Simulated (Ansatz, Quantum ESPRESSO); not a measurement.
# Ballistic transmission: Pb(111) with two reversed steps (an extrinsic fault), part 3 of 4

Wanted: the transmission near the Fermi level and the conductance of this junction: Pb(111) with two reversed steps (an extrinsic fault).

Quantum ESPRESSO 7.5; plane-wave DFT, PBE, GBRV ultrasoft pseudopotentials; cross-check by Ansatz 0.2.0 with PAW datasets.

So far. Step 2 (Self-consistent run): The run needed 8 iterations to bring the estimated error under 1e-07 Ry; the largest force on any atom, held or free, is 0.07 eV/Å. Step 3 (Transmission with pwcond.x): At no point does T exceed the number of channels.

### 4. Transmission with pwcond.x, with ewind = 2.0 and epsproj = 0.001

Level of this step: transmission by pwcond, lead and junction from one cell; plane-wave DFT, PBE, GBRV ultrasoft pseudopotentials (Quantum ESPRESSO).

A sensitivity test on the input.

Contents of cond.w.in:

```
&inputcond
  outdir = './out'
  prefixt = 'scf'
  tran_file = 'cond.w.dat'
  bdl = 2.4494897422
  bds = 13.0639452936
  ikind = 1
  ewind = 2.0
  epsproj = 0.001
  nz1 = 7
  energy0 = 0.4
  denergy = -0.4
/
10
  0.00000000 0.00000000 0.01562500
  0.00000000 0.12500000 0.09375000
  0.00000000 0.25000000 0.09375000
  0.00000000 0.37500000 0.09375000
  0.00000000 0.50000000 0.04687500
  0.12500000 0.25000000 0.09375000
  0.12500000 0.37500000 0.18750000
  0.12500000 0.50000000 0.18750000
  0.25000000 0.50000000 0.09375000
  0.25000000 0.62500000 0.09375000
3
```

Run with:

```console
OMP_NUM_THREADS=1 mpirun -n 4 pwcond.x -in cond.w.in > cond.w.out
```

Output:

```text
[banner, memory and clock lines left out]
Program PWCOND v.7.5 starts
[citation notice left out]

[...]
./out/scf.save/

[...]
negative rho (up, down):  2.451E-01 0.000E+00
     Reading collected, re-writing distributed wavefunctions

===== INPUT FILE containing all the regions =====

     GEOMETRY:

     lattice parameter (alat)  =       6.7213  a.u.
     the volume                =    3435.2674 (a.u.)^3
     the cross section         =      39.1232 (a.u.)^2
     l of the unit cell        =      13.0639 (alat)
     number of atoms/cell      =           16
     number of atomic types    =            1

     crystal axes: (cart. coord. in units of alat)
               a(1) = (  1.0000  0.0000  0.0000 )
               a(2) = (  0.5000  0.8660  0.0000 )
               a(3) = (  0.0000  0.0000 13.0639 )

   Cartesian axes

     site n.     atom                  positions (alat units)
          1        Pb     tau(  1)=(  0.0000  0.0000 13.0639  )
          2        Pb     tau(  2)=(  0.5000  0.2887  0.8165  )
          3        Pb     tau(  3)=(  1.0000  0.5774  1.6330  )
          4        Pb     tau(  4)=(  0.0000  0.0000  2.4495  )
          5        Pb     tau(  5)=(  0.5000  0.2887  3.2660  )
          6        Pb     tau(  6)=(  1.0000  0.5774  4.0825  )
          7        Pb     tau(  7)=(  0.5000  0.2887  4.8990  )
          8        Pb     tau(  8)=(  0.0000  0.0000  5.7155  )
          9        Pb     tau(  9)=(  0.5000  0.2887  6.5320  )
         10        Pb     tau( 10)=(  1.0000  0.5774  7.3485  )
         11        Pb     tau( 11)=(  0.0000  0.0000  8.1650  )
         12        Pb     tau( 12)=(  0.5000  0.2887  8.9815  )
         13        Pb     tau( 13)=(  1.0000  0.5774  9.7980  )
         14        Pb     tau( 14)=(  0.0000  0.0000 10.6145  )
         15        Pb     tau( 15)=(  0.5000  0.2887 11.4310  )
         16        Pb     tau( 16)=(  1.0000  0.5774 12.2474  )

     nr1s                      =           27
     nr2s                      =           27
     nr3s                      =          360
     nr1sx                     =           27
     nr2sx                     =           27
     nr3sx                     =          360
     nr1                       =           36
     nr2                       =           36
     nr3                       =          400
     nr1x                      =           36
     nr2x                      =           36
     nr3x                      =          400

 _______________________________
  Radii of nonlocal spheres:

     type       ibeta     ang. mom.          radius (alat units)
       Pb         1         0                    0.3458
       Pb         2         0                    0.3458
       Pb         3         1                    0.3458
       Pb         4         1                    0.3458
       Pb         5         2                    0.3458
       Pb         6         2                    0.3458
----- General information -----

--- T calc. with identical leads (ikind=1) ---

     nrx                       =           27
     nry                       =           27
     nz1                       =            7

     energy0               =         4.0E-01
     denergy               =        -4.0E-01
     nenergy               =          3
     ecut2d                =         4.0E+01
     ewind                 =         2.0E+00
     epsproj               =         1.0E-03

     number of k_|| points=   10
                       cryst. coord.
        k(    1) = (   0.0000000   0.0000000), wk =   0.0156250
        k(    2) = (   0.0000000   0.1250000), wk =   0.0937500
[...]
k(   10) = (   0.2500000   0.6250000), wk =   0.0937500
----- Information about left/right lead -----

     nocros                   =           18
     noins                    =           36
     norb                     =           72
     norbf                    =          252
     nrz                      =           67

      iorb      type   ibeta   ang. mom.   m       position (alat)
        1        1       1        0        1   taunew(   1)=(  0.0000  0.0000  0.0000)
        2        1       2        0        1   taunew(   2)=(  0.0000  0.0000  0.0000)
[...]
72        1       6        2        5   taunew(  72)=(  0.0000  0.0000  2.4495)
    k slab    z(k)  z(k+1)     crossing(iorb=1,norb)
    1   0.0000 0.0366 0.0366   111111111111111111000000000000000000000000000000000000000000000000000000
    2   0.0366 0.0731 0.0366   111111111111111111000000000000000000000000000000000000000000000000000000
[...]
67   2.4129 2.4495 0.0366   000000000000000000000000000000000000000000000000000000111111111111111111
----- Information about scattering region -----

     noins                    =          216
     norb                     =          252
     norbf                    =          252
     nrz                      =          293

      iorb      type   ibeta   ang. mom.   m       position (alat)
        1        1       1        0        1   taunew(   1)=(  0.0000  0.0000  0.0000)
        2        1       2        0        1   taunew(   2)=(  0.0000  0.0000  0.0000)
[...]
252        1       6        2        5   taunew( 252)=(  0.0000  0.0000 10.6145)
 ngper, shell number =          121          15
 ngper, n2d =          121          52
---  E-Ef =    0.4000000  k =    0.0000000   0.0000000
---  ie =          1  ik =          1
 Nchannels of the left tip =            1
 Right moving states:
   k1(2pi/a)   k2(2pi/a)   E-Ef (eV)
   0.2207762   0.0000038   0.4000000
 Left moving states:
   k1(2pi/a)   k2(2pi/a)   E-Ef (eV)
  -0.2207762   0.0000038   0.4000000

 to transmit
 Band j to band i transmissions and reflections:
    j         i     |T_ij|^2    |R_ij|^2

    1 -->     1     0.99996     0.00004
   Total T_j, R_j =    0.99996  0.00004

E-Ef(ev), T(x2 spins) =    0.4000000   1.9999250
---  E-Ef =    0.0000000  k =    0.0000000   0.0000000
---  ie =          2  ik =          1
 Nchannels of the left tip =            1
 Right moving states:
   k1(2pi/a)   k2(2pi/a)   E-Ef (eV)
   0.1767142   0.0000038   0.0000000
 Left moving states:
   k1(2pi/a)   k2(2pi/a)   E-Ef (eV)
  -0.1767142   0.0000038   0.0000000

 to transmit
 Band j to band i transmissions and reflections:
    j         i     |T_ij|^2    |R_ij|^2

    1 -->     1     0.99999     0.00001
   Total T_j, R_j =    0.99999  0.00001

E-Ef(ev), T(x2 spins) =    0.0000000   1.9999815
---  E-Ef =   -0.4000000  k =    0.0000000   0.0000000
---  ie =          3  ik =          1
 Nchannels of the left tip =            1
 Right moving states:
   k1(2pi/a)   k2(2pi/a)   E-Ef (eV)
   0.1315890   0.0000038  -0.4000000
 Left moving states:
   k1(2pi/a)   k2(2pi/a)   E-Ef (eV)
  -0.1315890   0.0000038  -0.4000000

 to transmit
 Band j to band i transmissions and reflections:
    j         i     |T_ij|^2    |R_ij|^2

    1 -->     1     0.99999     0.00001
   Total T_j, R_j =    0.99999  0.00001

E-Ef(ev), T(x2 spins) =   -0.4000000   1.9999876
 ngper, shell number =          121          63
 ngper, n2d =          121          56
[... further energies and points left out ...]
---  E-Ef =    0.4000000  k =    0.2500000   0.6250000
---  ie =          1  ik =         10
 Nchannels of the left tip =            1
 Right moving states:
   k1(2pi/a)   k2(2pi/a)   E-Ef (eV)
   0.1966446   0.0000072   0.4000000
 Left moving states:
   k1(2pi/a)   k2(2pi/a)   E-Ef (eV)
  -0.1966446   0.0000072   0.4000000

 to transmit
 Band j to band i transmissions and reflections:
    j         i     |T_ij|^2    |R_ij|^2

    1 -->     1     0.99515     0.00485
   Total T_j, R_j =    0.99515  0.00485

E-Ef(ev), T(x2 spins) =    0.4000000   1.9902970
---  E-Ef =    0.0000000  k =    0.2500000   0.6250000
---  ie =          2  ik =         10
 Nchannels of the left tip =            1
 Right moving states:
   k1(2pi/a)   k2(2pi/a)   E-Ef (eV)
   0.0990563   0.0000071   0.0000000
 Left moving states:
   k1(2pi/a)   k2(2pi/a)   E-Ef (eV)
  -0.0990564   0.0000071   0.0000000

 to transmit
 Band j to band i transmissions and reflections:
    j         i     |T_ij|^2    |R_ij|^2

    1 -->     1     0.97511     0.02489
   Total T_j, R_j =    0.97511  0.02489

E-Ef(ev), T(x2 spins) =    0.0000000   1.9502175
---  E-Ef =   -0.4000000  k =    0.2500000   0.6250000
---  ie =          3  ik =         10
 Nchannels of the left tip =            3
 Right moving states:
   k1(2pi/a)   k2(2pi/a)   E-Ef (eV)
  -0.0073401   0.0000071  -0.4000000
   0.3861148   0.0000087  -0.4000000
   0.4409521   0.0000065  -0.4000000
 Left moving states:
   k1(2pi/a)   k2(2pi/a)   E-Ef (eV)
   0.0073401   0.0000071  -0.4000000
  -0.3861148   0.0000087  -0.4000000
  -0.4409521   0.0000065  -0.4000000

 to transmit
 Band j to band i transmissions and reflections:
    j         i     |T_ij|^2    |R_ij|^2

    1 -->     1     0.41380     0.11370
    1 -->     2     0.11147     0.08596
    1 -->     3     0.15364     0.12142
   Total T_j, R_j =    0.67892  0.32108

    2 -->     1     0.10483     0.08596
    2 -->     2     0.16889     0.04791
    2 -->     3     0.24023     0.35218
   Total T_j, R_j =    0.51395  0.48605

    3 -->     1     0.17759     0.12142
    3 -->     2     0.23107     0.35218
    3 -->     3     0.08003     0.03770
   Total T_j, R_j =    0.48870  0.51130

E-Ef(ev), T(x2 spins) =   -0.4000000   3.3631303
   T_tot     0.40000      0.23027E+01
   T_tot     0.00000      0.20577E+01
   T_tot    -0.40000      0.24817E+01

[...]
```

It took 34 s on 4 MPI ranks of Arm Neoverse V2, shared host; peak memory 0.26 GiB.

The changed values were drawn from a wide range, not chosen for quality; the comparison shows what they did here together.

Beside the run it was changed from:

| quantity | this run | unchanged run | difference |
| --- | --- | --- | --- |
| transmission at the Fermi level, one spin | 1.029 | 1.027 | 0.0015 |
| lead channels at the Fermi level, one spin | 1.141 | 1.141 | 0 |
| wall time (s) | 34 | 114 |  |

Over all energies T moves by up to 0.0020, at -0.4 eV.

The physical values in this table move by up to 0.15 %.

(Part 3 of 4 ends here.)

[Logs are printed without paths, hosts, clocks, repeated set-up lines and the standing remarks that a program may print on its own settings, such as how far it seeks lower states.]

[Hosts, paths, dates, database ids (printed as entryN), source tags and the programs' standing remarks are cut or masked in the printed files.]

[Maps of the electrostatic potential energy from Ansatz leave out the sawtooth potential of an applied field or a dipole correction, so their vacuum need not be flat; planar profiles and work functions include it.]
